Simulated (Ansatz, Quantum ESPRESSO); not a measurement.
**ZnGeS3 (Pm-3m): zone-centre phonons**

Which modes does ZnGeS3 (Pm-3m) have at the zone centre?

Main program and level: Quantum ESPRESSO 8.0 development, patched; DFT LDA, scalar-relativistic, plane waves, PseudoDojo norm-conserving pseudopotentials.

The structure was built from a prototype and need not be the compound's stable phase.

## Step 1: The structure

Symmetry: Pm-3m, No. 221, cubic system. Conventional cell: a = 4.598 Å, b = 4.598 Å, c = 4.598 Å, α = 90.00°, β = 90.00°, γ = 90.00°. Nearest to Zn lie 12 S at 3.25 Å. Nearest to Ge lie 6 S at 2.30 Å. S has 2 Ge at 2.30 Å nearest. Farther neighbours and most contacts between anions are not listed.

## Step 2: A probe with smearing

Before anything dear is run, a loose run with smearing shows whether this is a metal and how far the cell is from rest.

File probe.in:

```
&control
   calculation = 'scf'
   prefix = 'x'
   outdir = './tmp'
   pseudo_dir = './pseudo'
   tprnfor = .true.
   tstress = .true.
   verbosity = 'high'
/
&system
   ibrav = 1
   celldm(1) = 8.68858278
   nat = 5
   ntyp = 3
   ecutwfc = 84.0
   occupations = 'smearing'
   smearing = 'gaussian'
   degauss = 0.01
/
&electrons
   conv_thr = 1.0d-07
   mixing_beta = 0.7
   electron_maxstep = 100
/
ATOMIC_SPECIES
 Zn     65.3800  Zn.upf
 Ge     72.6300  Ge.upf
 S      32.0600  S.upf
ATOMIC_POSITIONS crystal
 Zn     0.000000000   0.000000000   0.000000000
 Ge     0.500000000   0.500000000   0.500000000
 S      0.500000000   0.500000000   0.000000000
 S      0.500000000   0.000000000   0.500000000
 S      0.000000000   0.500000000   0.500000000
K_POINTS automatic
 4 4 4 0 0 0
```

Started as:

```console
> OMP_NUM_THREADS=1 mpirun -n 4 pw.x -nk 4 -in probe.in > probe.out
```

The program printed:

```text
[banners, grids, parts of the stress and lines that vanish by symmetry left out]
Program PWSCF v.8.0dev
     WARNING: in Zn.upf r*V + 2Z of the local potential grows by 2.5E-04 Ry bohr beyond 6 bohr.
     This is noise, and it is removed from  9.08 to  12.95 bohr, as mend_local_tail asks.
[...]
kinetic-energy cutoff     =      84.0000  Ry
     charge density cutoff     =     336.0000  Ry
     scf convergence threshold =      1.0E-07
[...]
Exchange-correlation= SLA-PW-NOGX-NOGC
                           (   1   4   0   0   0   0   0)
[...]
48 Sym. Ops., with inversion, found
[...]
(     0          1          0      )
                  (     0          0          1      )
[...]
(  0.0000000  1.0000000  0.0000000 )
                  (  0.0000000  0.0000000  1.0000000 )
[...]
( -1.0000000  0.0000000  0.0000000 )
                  (  0.0000000  1.0000000  0.0000000 )
[...]
number of k points=    10  Gaussian smearing, width (Ry)=  0.0100
[...]
End of self-consistent calculation
[...]
the Fermi energy is     7.3380 ev
!    total energy              =    -662.50247551 Ry
[...]
convergence has been achieved in   8 iterations
[...]
atom    1 type  1   force =     0.00000000    0.00000000    0.00000000
     atom    2 type  2   force =     0.00000000    0.00000000    0.00000000
     atom    3 type  3   force =     0.00000000    0.00000000    0.00000000
     atom    4 type  3   force =     0.00000000    0.00000000    0.00000000
     atom    5 type  3   force =     0.00000000    0.00000000    0.00000000
[...]
Total force =     0.000000     Total SCF correction =     0.000000
[...]
total   stress  (Ry/bohr**3)                   (kbar)     P=        0.86
[...]
XML data file, charge density, pseudopotentials, collected wavefunctions

   JOB DONE.
```

The job ended after 14 s (4 MPI ranks of Intel Xeon Platinum 8488C (Sapphire Rapids), shared host).

Numbers from this step:

- volume per atom: 19.44 Å³
- pressure: 0.08600 GPa
- gap on the k-mesh: 0 eV

No gap opens on this mesh, so smearing is kept; the start stands at 0.086 GPa.

## Step 3: Relaxing the cell and atoms

The relaxation runs at a cutoff a fifth above that of the response, since stress converges more slowly with the basis than frequencies do. Forces and stress are brought to rest with tight thresholds.

File relax.in:

```
&control
   calculation = 'vc-relax'
   prefix = 'x'
   outdir = './tmp'
   pseudo_dir = './pseudo'
   tprnfor = .true.
   tstress = .true.
   forc_conv_thr = 2.0d-05
   etot_conv_thr = 1.0d-07
   nstep = 40
/
&system
   ibrav = 1
   celldm(1) = 8.68858278
   nat = 5
   ntyp = 3
   ecutwfc = 101
   occupations = 'smearing'
   smearing = 'mv'
   degauss = 0.02
/
&electrons
   conv_thr = 1.0d-11
   mixing_beta = 0.7
   electron_maxstep = 100
/
&ions
/
&cell
   press_conv_thr = 0.2
/
ATOMIC_SPECIES
 Zn     65.3800  Zn.upf
 Ge     72.6300  Ge.upf
 S      32.0600  S.upf
ATOMIC_POSITIONS crystal
 Zn     0.000000000   0.000000000   0.000000000
 Ge     0.500000000   0.500000000   0.500000000
 S      0.500000000   0.500000000   0.000000000
 S      0.500000000   0.000000000   0.500000000
 S      0.000000000   0.500000000   0.500000000
K_POINTS automatic
 8 8 8 0 0 0
```

Started as:

```console
> OMP_NUM_THREADS=1 mpirun -n 4 pw.x -nk 4 -in relax.in > relax.out
```

The program printed:

```text
[banners, grids, parts of the stress and lines that vanish by symmetry left out]
[banner, memory and clock lines left out]
Program PWSCF v.8.0dev

[...]
kinetic-energy cutoff     =     101.0000  Ry
     charge density cutoff     =     404.0000  Ry
     scf convergence threshold =      1.0E-11
[...]
energy convergence thresh.=      1.0E-07
     force convergence thresh. =      2.0E-05
     press convergence thresh. =      2.0E-01
     Exchange-correlation= SLA-PW-NOGX-NOGC
                           (   1   4   0   0   0   0   0)
[...]
48 Sym. Ops., with inversion, found
[...]
number of k points=    35  Marzari-Vanderbilt smearing, width (Ry)=  0.0200
[...]
End of self-consistent calculation
[...]
the Fermi energy is     7.3276 ev
!    total energy              =    -662.50084542 Ry
[...]
convergence has been achieved in  13 iterations
[...]
atom    1 type  1   force =     0.00000000    0.00000000    0.00000000
     atom    2 type  2   force =     0.00000000    0.00000000    0.00000000
     atom    3 type  3   force =     0.00000000    0.00000000    0.00000000
     atom    4 type  3   force =     0.00000000    0.00000000    0.00000000
     atom    5 type  3   force =     0.00000000    0.00000000    0.00000000
     Total force =     0.000000     Total SCF correction =     0.000000
[...]
total   stress  (Ry/bohr**3)                   (kbar)     P=       -2.56
[...]
number of bfgs steps    =   0
[...]
CELL_PARAMETERS (alat=  8.68858278)
[...]
ATOMIC_POSITIONS (crystal)
Zn               0.0000000000        0.0000000000        0.0000000000
Ge               0.5000000000        0.5000000000        0.5000000000
S                0.5000000000        0.5000000000        0.0000000000
S                0.5000000000        0.0000000000        0.5000000000
[...]
New effective cutoffs (rho, wfc):  404.07  101.08
[...]
End of self-consistent calculation
[...]
the Fermi energy is     7.3459 ev
!    total energy              =    -662.50085769 Ry
[...]
convergence has been achieved in   6 iterations
[...]
atom    1 type  1   force =     0.00000000    0.00000000    0.00000000
     atom    2 type  2   force =     0.00000000    0.00000000    0.00000000
     atom    3 type  3   force =     0.00000000    0.00000000    0.00000000
     atom    4 type  3   force =     0.00000000    0.00000000    0.00000000
     atom    5 type  3   force =     0.00000000    0.00000000    0.00000000
     Total force =     0.000000     Total SCF correction =     0.000000
[...]
total   stress  (Ry/bohr**3)                   (kbar)     P=       -1.65
[...]
number of bfgs steps    =   1
[...]
CELL_PARAMETERS (alat=  8.68858278)
[...]
ATOMIC_POSITIONS (crystal)
[...]
New effective cutoffs (rho, wfc):  404.60  101.22
[...]
End of self-consistent calculation
[...]
the Fermi energy is     7.3732 ev
!    total energy              =    -662.50086598 Ry
[...]
convergence has been achieved in   8 iterations
[...]
atom    1 type  1   force =     0.00000000    0.00000000    0.00000000
     atom    2 type  2   force =     0.00000000    0.00000000    0.00000000
     atom    3 type  3   force =     0.00000000    0.00000000    0.00000000
     atom    4 type  3   force =     0.00000000    0.00000000    0.00000000
[...]
Total force =     0.000000     Total SCF correction =     0.000000
[...]
total   stress  (Ry/bohr**3)                   (kbar)     P=       -0.25
[...]
number of bfgs steps    =   2
[...]
CELL_PARAMETERS (alat=  8.68858278)
[...]
ATOMIC_POSITIONS (crystal)
[...]
New effective cutoffs (rho, wfc):  404.70  101.24
[...]
End of self-consistent calculation
[...]
the Fermi energy is     7.3782 ev
!    total energy              =    -662.50086618 Ry
[...]
convergence has been achieved in   7 iterations
[...]
Total force =     0.000000     Total SCF correction =     0.000000
[...]
total   stress  (Ry/bohr**3)                   (kbar)     P=        0.00
[...]
number of bfgs steps    =   3
[...]
small trust_radius: resetting bfgs history
[...]
CELL_PARAMETERS (alat=  8.68858278)
[...]
ATOMIC_POSITIONS (crystal)
[...]
New effective cutoffs (rho, wfc):  404.70  101.24
[...]
End of self-consistent calculation
[...]
the Fermi energy is     7.3782 ev
!    total energy              =    -662.50086618 Ry
[...]
convergence has been achieved in   1 iterations
[...]
atom    3 type  3   force =     0.00000000    0.00000000    0.00000000
     atom    4 type  3   force =     0.00000000    0.00000000    0.00000000
     atom    5 type  3   force =     0.00000000    0.00000000    0.00000000
     Total force =     0.000000     Total SCF correction =     0.000000
[...]
total   stress  (Ry/bohr**3)                   (kbar)     P=       -0.00
[...]
bfgs converged in   5 scf cycles and   4 bfgs steps
[...]
End of BFGS Geometry Optimization
     Final enthalpy           =    -662.5008661778 Ry
     File ./tmp/x.bfgs deleted, as requested
[...]
CELL_PARAMETERS (alat=  8.68858278)
[...]
ATOMIC_POSITIONS (crystal)
[...]
S                0.5000000000        0.0000000000        0.5000000000
S                0.0000000000        0.5000000000        0.5000000000
[...]
Final scf calculation at the relaxed structure.
[...]
kinetic-energy cutoff     =     101.0000  Ry
     charge density cutoff     =     404.0000  Ry
     scf convergence threshold =      1.0E-13
[...]
press convergence thresh. =      2.0E-01
     Exchange-correlation= SLA-PW-NOGX-NOGC
                           (   1   4   0   0   0   0   0)
[...]
48 Sym. Ops., with inversion, found
[...]
number of k points=    35  Marzari-Vanderbilt smearing, width (Ry)=  0.0200
[...]
End of self-consistent calculation
[...]
the Fermi energy is     7.3782 ev
!    total energy              =    -662.50086596 Ry
[...]
convergence has been achieved in  15 iterations
[...]
atom    1 type  1   force =     0.00000000    0.00000000    0.00000000
     atom    2 type  2   force =     0.00000000    0.00000000    0.00000000
     atom    3 type  3   force =     0.00000000    0.00000000    0.00000000
     atom    4 type  3   force =     0.00000000    0.00000000    0.00000000
     atom    5 type  3   force =     0.00000000    0.00000000    0.00000000
     Total force =     0.000000     Total SCF correction =     0.000000
[...]
total   stress  (Ry/bohr**3)                   (kbar)     P=        0.00
[...]
XML data file, charge density, pseudopotentials, collected wavefunctions
```

Run time: 4.8 min. Hardware: 4 MPI ranks.

The steps of the relaxation:

| step | energy less that of the first step (eV) | largest force (eV/Å) | pressure (GPa) | volume (Å³) |
| --- | --- | --- | --- | --- |
| 1 | 0.0000 | 0.0000 | -0.26 | 97.20 |
| 2 | -0.0002 | 0.0000 | -0.16 | 97.07 |
| 3 | -0.0003 | 0.0000 | -0.03 | 96.88 |
| 4 | -0.0003 | 0.0000 | 0.00 | 96.84 |
| 5 | -0.0003 | 0.0000 | 0.00 | 96.84 |
| 6 | -0.0003 | 0.0000 | 0.00 | 96.84 |

| conventional cell, symmetrised | before | after | change |
| --- | --- | --- | --- |
| a (Å) | 4.598 | 4.592 | -0.1 % |
| b (Å) | 4.598 | 4.592 | -0.1 % |
| c (Å) | 4.598 | 4.592 | -0.1 % |
| volume (Å³/atom) | 19.44 | 19.37 | -0.4 % |

The relaxed structure:

```cif
data_structure
_symmetry_space_group_name_H-M 'P 1'
_symmetry_Int_Tables_number 1
_cell_length_a 4.5923
_cell_length_b 4.5923
_cell_length_c 4.5923
_cell_angle_alpha 90.000
_cell_angle_beta 90.000
_cell_angle_gamma 90.000
_cell_volume 96.84
loop_
_atom_site_label
_atom_site_type_symbol
_atom_site_fract_x
_atom_site_fract_y
_atom_site_fract_z
_atom_site_occupancy
Zn1 Zn 0.00000 0.00000 0.00000 1
Ge2 Ge 0.50000 0.50000 0.50000 1
S3 S 0.50000 0.50000 0.00000 1
S4 S 0.50000 0.00000 0.50000 1
S5 S 0.00000 0.50000 0.50000 1
```

The last row of the table of steps is pw.x's closing run on a basis chosen anew for the final cell, so its energy can jump.

This step gave:

```
volume per atom : 19.37 Å³
pressure        : 0 GPa
```

The volume changes by -0.4 % from the cell with which this run began.

## Step 4: Self-consistent run for the response

The response is built on this ground state, so it is converged far tighter than an energy would need. Smearing stays on, as the first look found no gap above 0.3 eV.

File scf.in:

```
&control
   calculation = 'scf'
   prefix = 'x'
   outdir = './tmp'
   pseudo_dir = './pseudo'
   tprnfor = .true.
   tstress = .true.
/
&system
   ibrav = 1
   celldm(1) = 8.67809587
   nat = 5
   ntyp = 3
   ecutwfc = 84.0
   occupations = 'smearing'
   smearing = 'mv'
   degauss = 0.02
/
&electrons
   conv_thr = 1.0d-12
   mixing_beta = 0.7
   electron_maxstep = 100
/
ATOMIC_SPECIES
 Zn     65.3800  Zn.upf
 Ge     72.6300  Ge.upf
 S      32.0600  S.upf
ATOMIC_POSITIONS crystal
 Zn     0.000000000   0.000000000   0.000000000
 Ge     0.500000000   0.500000000   0.500000000
 S      0.500000000   0.500000000   0.000000000
 S      0.500000000   0.000000000   0.500000000
 S      0.000000000   0.500000000   0.500000000
K_POINTS automatic
 8 8 8 0 0 0
```

Started as:

```console
> OMP_NUM_THREADS=1 mpirun -n 4 pw.x -nk 4 -in scf.in > scf.out
```

The program printed:

```text
[banners, grids, parts of the stress and lines that vanish by symmetry left out]
[banner, memory and clock lines left out]
Program PWSCF v.8.0dev

[...]
kinetic-energy cutoff     =      84.0000  Ry
     charge density cutoff     =     336.0000  Ry
     scf convergence threshold =      1.0E-12
[...]
Exchange-correlation= SLA-PW-NOGX-NOGC
                           (   1   4   0   0   0   0   0)
[...]
48 Sym. Ops., with inversion, found
[...]
number of k points=    35  Marzari-Vanderbilt smearing, width (Ry)=  0.0200
[...]
End of self-consistent calculation
[...]
the Fermi energy is     7.3782 ev
!    total energy              =    -662.50083269 Ry
[...]
convergence has been achieved in  14 iterations
[...]
atom    1 type  1   force =     0.00000000    0.00000000    0.00000000
     atom    2 type  2   force =     0.00000000    0.00000000    0.00000000
     atom    3 type  3   force =     0.00000000    0.00000000    0.00000000
     atom    4 type  3   force =     0.00000000    0.00000000    0.00000000
     atom    5 type  3   force =     0.00000000    0.00000000    0.00000000
     Total force =     0.000000     Total SCF correction =     0.000000
[...]
total   stress  (Ry/bohr**3)                   (kbar)     P=       -0.01
[...]
XML data file, charge density, pseudopotentials, collected wavefunctions
```

Run time: 57 s. Hardware: 4 MPI ranks; 3.8 min of CPU time.

Numbers from this step:

```yaml
pressure: -0.001 GPa
```

The cell stands at -0.001 GPa, close enough for phonons.

[end of part 1 of 3]

[Host names and launcher messages were left out of these logs when they were recorded.]

[Logs are printed without paths, hosts, clocks, repeated set-up lines and the standing remarks that a program may print on its own settings, such as how far it seeks lower states.]

[Hosts, paths, dates, database ids (printed as entryN), source tags and the programs' standing remarks are cut or masked in the printed files.]
